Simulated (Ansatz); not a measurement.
**How Mo(110) screens a field**

Aim: image plane and induced charge of Mo(110).

Program: Ansatz 0.2.0. Level of theory: plane-wave DFT, PBE, Ansatz PAW. Results are calculated unless marked as measured.

Most raw output is cut from this account.

### 1. Starting point

The cell holds 5 atoms: 5 Mo. Its edges and angles: a = 2.728 Å, b = 2.728 Å, c = 26.910 Å, α = 90.0°, β = 90.0°, γ = 70.5°. Vacuum lies along c.

### 2. Atoms held, field 0

A sawtooth potential applies the field, turning back in the middle of the vacuum. With the dipole correction the typed value is the field outside the slab. The induced dipole is small, so the SCF threshold is tight.

Input file input.yaml:

```yaml
crystal:
  lattice:
    - [2.2273863607, -1.575, 0.0]
    - [2.2273863607, 1.575, 0.0]
    - [0.0, 0.0, 26.909545443]
  atoms:
    - { symbol: Mo, position: [0.0, 0.0, 0.33445381] }
    - { symbol: Mo, position: [0.5, 0.5, 0.417226905] }
    - { symbol: Mo, position: [0.0, 0.0, 0.5] }
    - { symbol: Mo, position: [0.5, 0.5, 0.582773095] }
    - { symbol: Mo, position: [0.0, 0.0, 0.66554619] }
kpoints:
  mp_grid: { grid: [20, 20, 1] }
hamiltonian:
  xc: pbe
scf:
  occupations: { method: fermi_dirac, width: 0.1 }
  convergence: { dr2_threshold: 1.0e-10 }
efield:
  axis: 3
  dipole_correction: true
  ramp_position: 0.97
  ramp_width: 0.06
  amplitude: 0
output:
  forces: true
  write_potential: true
  write_density: true
  volumetric_format: npy
```

On the command line:

```console
$ ansatz run input.yaml --threads 2 --pin off --max-ram 3072MiB --backend cpu --events-out ev --progress --plain --runs-dir out
```

Elapsed: 2.4 min, on 2 threads of Arm Neoverse N1, shared host; peak memory 0.89 GiB; 4.4 min of CPU time.

This step gave:

```
energy at zero smearing   : -24777.5760 eV
work function, upper face : 4.654 eV
dipole along the normal   : 8.33e-8 e·Å
```

Running mean over 2.227 Å of the planar mean; the ramp of the sawtooth is left out. The electron's electrostatic potential energy less the Fermi level by z:

```tsv
z (Å)	electron's electrostatic potential energy less the Fermi level (eV)
3.5	4.65
4.0	4.65
4.5	4.65
5.0	4.64
5.5	4.61
6.0	4.51
6.5	4.19
7.0	3.17
7.5	-0.143
8.0	-5.99
8.5	-10.8
9.0	-12.4
9.5	-12.6
10.0	-12.7
10.5	-12.8
11.0	-12.9
11.5	-12.9
12.0	-12.9
12.5	-12.9
13.0	-12.9
13.5	-12.9
14.0	-12.9
14.5	-12.9
15.0	-12.9
15.5	-12.9
16.0	-12.8
16.5	-12.8
17.0	-12.7
17.5	-12.6
18.0	-12.3
18.5	-10.2
19.0	-4.89
19.5	0.684
20.0	3.46
20.5	4.29
21.0	4.54
21.5	4.62
22.0	4.64
22.5	4.65
23.0	4.65
23.5	4.65
```

Force by atom:

```tsv
atom	x (eV/Å)	y (eV/Å)	z (eV/Å)	size
Mo1	0.000	0.000	0.523	0.523
Mo2	0.000	0.000	-0.643	0.643
Mo3	0.000	0.000	0.000	0.000
Mo4	0.000	0.000	0.643	0.643
Mo5	0.000	0.000	-0.523	0.523
```

The work function of the upper face is 4.65 eV.

### 3. Atoms held, field 0.05 V/Å

input.yaml: that of step 2 with these lines changed.

```diff
@@ -23,3 +23,3 @@
   ramp_width: 0.06
-  amplitude: 0
+  amplitude: 0.05
 output:
```

Elapsed: 3.1 min, on 2 threads; peak memory 0.87 GiB.

The dipole is 0.0252 e·Å.

### 4. Single point, field -0.05 V/Å

input.yaml: that of step 3 with these lines changed.

```diff
@@ -23,3 +23,3 @@
   ramp_width: 0.06
-  amplitude: 0.05
+  amplitude: -0.05
 output:
```

It took 3.1 min on 2 threads; peak memory 0.87 GiB; 5.8 min of CPU time.

The dipole is -0.0252 e·Å.

### 5. Atoms held, field 0.1 V/Å

input.yaml: that of step 4 with these lines changed.

```diff
@@ -23,3 +23,3 @@
   ramp_width: 0.06
-  amplitude: -0.05
+  amplitude: 0.1
 output:
```

The job ended after 2.8 min (2 threads; peak memory 0.87 GiB; 5.6 min of CPU time).

The dipole is 0.0503 e·Å.

### 6. Single point, field -0.1 V/Å

input.yaml: that of step 5 with these lines changed.

```diff
@@ -23,3 +23,3 @@
   ramp_width: 0.06
-  amplitude: 0.1
+  amplitude: -0.1
 output:
```

It took 2.8 min on 2 threads; peak memory 0.88 GiB.

The dipole is -0.0503 e·Å.

### 7. Single point, field 0.2 V/Å

input.yaml: that of step 6 with these lines changed.

```diff
@@ -23,3 +23,3 @@
   ramp_width: 0.06
-  amplitude: -0.1
+  amplitude: 0.2
 output:
```

Run time: 2.8 min. Hardware: 2 threads; peak memory 0.87 GiB.

The dipole is 0.101 e·Å.

### 8. Single point, field -0.2 V/Å

input.yaml: that of step 7 with these lines changed.

```diff
@@ -23,3 +23,3 @@
   ramp_width: 0.06
-  amplitude: 0.2
+  amplitude: -0.2
 output:
```

It took 2.8 min on 2 threads; peak memory 0.88 GiB.

The dipole is -0.101 e·Å.

### 9. Atoms held, field 0.4 V/Å

input.yaml: that of step 8 with these lines changed.

```diff
@@ -23,3 +23,3 @@
   ramp_width: 0.06
-  amplitude: -0.2
+  amplitude: 0.4
 output:
@@ -29 +29,2 @@
   volumetric_format: npy
+  elf: true
```

Wall time 2.9 min (2 threads); peak memory 0.87 GiB.

Running mean over 2.227 Å of the planar mean, with the applied field; the ramp of the sawtooth is left out. Table of electron's electrostatic potential energy less the Fermi level by z:

```tsv
z (Å)	electron's electrostatic potential energy less the Fermi level (eV)
4	3.49
5	3.87
6	4.11
7	3.05
8	-5.99
9	-12.4
10	-12.7
11	-12.9
12	-12.9
13	-12.9
14	-12.9
15	-12.9
16	-12.8
17	-12.7
18	-12.3
19	-4.88
20	3.62
21	5.01
22	5.49
23	5.90
```

The dipole is 0.201 e·Å.

### 10. The response

This step: plane-wave DFT, PBE, Ansatz PAW; screening of a field by a metal slab (Ansatz 0.2.0).

The dipoles give the slope, and the difference of two potentials shows where the field is screened.

This step gave:

* equivalent conductor thickness p/(ε₀AE): 12.97 Å
* distance between the outer atoms: 8.910 Å
* inner field over outer field: -0.003441
* image plane, upper face: 2.009 Å
* induced electrons on the upper face over ε₀E: -1.003
* image plane, lower face: 2.009 Å
* induced electrons on the lower face over ε₀E: 1.003

Table of dipole of the cell by applied field:

```tsv
applied field (V/Å)	dipole of the cell (e·Å)
-0.200	-0.101
-0.100	-0.0503
-0.050	-0.0252
0.000	0
0.050	0.0252
0.100	0.0503
0.200	0.101
0.400	0.201
```

Local field over the applied field, running mean. From the potentials at -0.05 and 0.05 V/Å; running mean over 2.227 Å. Local field over applied field against z:

z (Å), local field over applied field and a bar from the least value:
```
      4.5      0.990 ##############################
      5.0      0.974 ##############################
      5.5      0.940 ############################
      6.0      0.867 ##########################
      6.5      0.731 ######################
      7.0      0.528 ################
      7.5      0.308 ##########
      8.0      0.132 #####
      8.5      0.015 #
      9.0     -0.026 
      9.5     -0.011 
     10.0      0.000 #
     10.5      0.002 #
     11.0      0.001 #
     11.5      0.000 #
     12.0     -0.001 #
     12.5     -0.002 #
     13.0     -0.004 #
     13.5     -0.005 #
     14.0     -0.004 #
     14.5     -0.002 #
     15.0     -0.001 #
     15.5      0.000 #
     16.0      0.002 #
     16.5      0.002 #
     17.0      0.000 #
     17.5     -0.015 
     18.0     -0.024 
     18.5      0.031 ##
     19.0      0.160 #####
     19.5      0.345 ###########
     20.0      0.568 ##################
     20.5      0.761 #######################
     21.0      0.884 ###########################
     21.5      0.948 #############################
     22.0      0.978 ##############################
     22.5      0.991 ##############################
```

Electrons, planar mean, per unit field. Induced electron density against z:

z (Å), induced electron density (e/Å³ per V/Å) and a bar from the least value:
```
        5    0.00015 ################
        6    0.00078 ###################
        7    0.00297 ##############################
        8    0.00255 ############################
        9   -0.00004 ###############
       10    0.00004 ################
       11    0.00001 ###############
       12    0.00007 ################
       13   -0.00005 ###############
       14    0.00003 ###############
       15   -0.00007 ###############
       16   -0.00006 ###############
       17   -0.00007 ###############
       18    0.00023 ################
       19   -0.00310 
       20   -0.00271 ##
       21   -0.00067 ############
       22   -0.00012 ###############
```

By hand: between -0.05 and 0.05 V/Å the dipole changes by 0.05030 e·Å, a slope of 0.5030 e·Å²/V. A perfect conductor of thickness t has p = ε₀AEt, so t = 180.95 × 0.5030 / 7.016 = 12.97 Å (e/ε₀ = 180.95 V·Å, A in Å²). Less the 8.91 Å between the outer atoms, and halved, that puts each image plane 2.03 Å out.

The induced dipole is that of a conductor 12.97 Å thick.

### 11. Varying the input: basis.ecutrho_ratio = 12

This step: plane-wave DFT, PBE, Ansatz PAW (Ansatz 0.2.0).

A run with a changed input: it repeats the earlier run at 0.05 V/Å with basis.ecutrho_ratio to 12.

input.yaml: that of step 9 with these lines changed.

```diff
@@ -23,3 +23,3 @@
   ramp_width: 0.06
-  amplitude: 0.4
+  amplitude: 0.05
 output:
@@ -29,2 +29,3 @@
   volumetric_format: npy
-  elf: true
+basis:
+  ecutrho_ratio: 12
```

Wall time 3 min (2 threads); peak memory 1.1 GiB; 5.9 min of CPU time.

This step gave:

- energy at zero smearing: -24777.5766 eV
- dipole along the normal: 0.02515 e·Å

Force by atom:

```tsv
atom	x (eV/Å)	y (eV/Å)	z (eV/Å)	size
Mo1	0.000	0.000	0.521	0.521
Mo2	0.000	0.000	-0.640	0.640
Mo3	0.000	0.000	-0.001	0.001
Mo4	0.000	0.000	0.645	0.645
Mo5	0.000	0.000	-0.525	0.525
```

```tsv
quantity	this run	earlier run	difference
dipole along the normal (e·Å)	0.02515	0.02515	-3.8e-8
```

The dipole moves by under 0.5 % or 5e-5 e·Å.

### 12. Summary of results

| Quantity | Value |
| --- | --- |
| work function | 4.65 eV |
| image plane, upper face | 2.01 Å |
| induced electrons on the upper face over ε₀E | -1.00 |
| equivalent conductor thickness p/(ε₀AE) | 13.0 Å |
| inner field over outer field | -0.00344 |

**Reading.** The induced charge has its centre 2.01 Å outside the outermost atoms; this is the plane from which a capacitor's gap or an image potential counts. The equivalent conductor thickness exceeds the distance between the outer atoms by 4.06 Å, about the sum of the two image-plane distances. In the middle of the slab the field is screened to under 0.5 % of its outer value. The atoms are held at bulk positions with the tabulated experimental lattice constant.

[Logs are printed without paths, hosts, clocks, repeated set-up lines and the standing remarks that a program may print on its own settings, such as how far it seeks lower states.]

[Hosts, paths, dates, database ids (printed as entryN), source tags and the programs' standing remarks are cut or masked in the printed files.]

[Maps of the electrostatic potential energy from Ansatz leave out the sawtooth potential of an applied field or a dipole correction, so their vacuum need not be flat; planar profiles and work functions include it.]
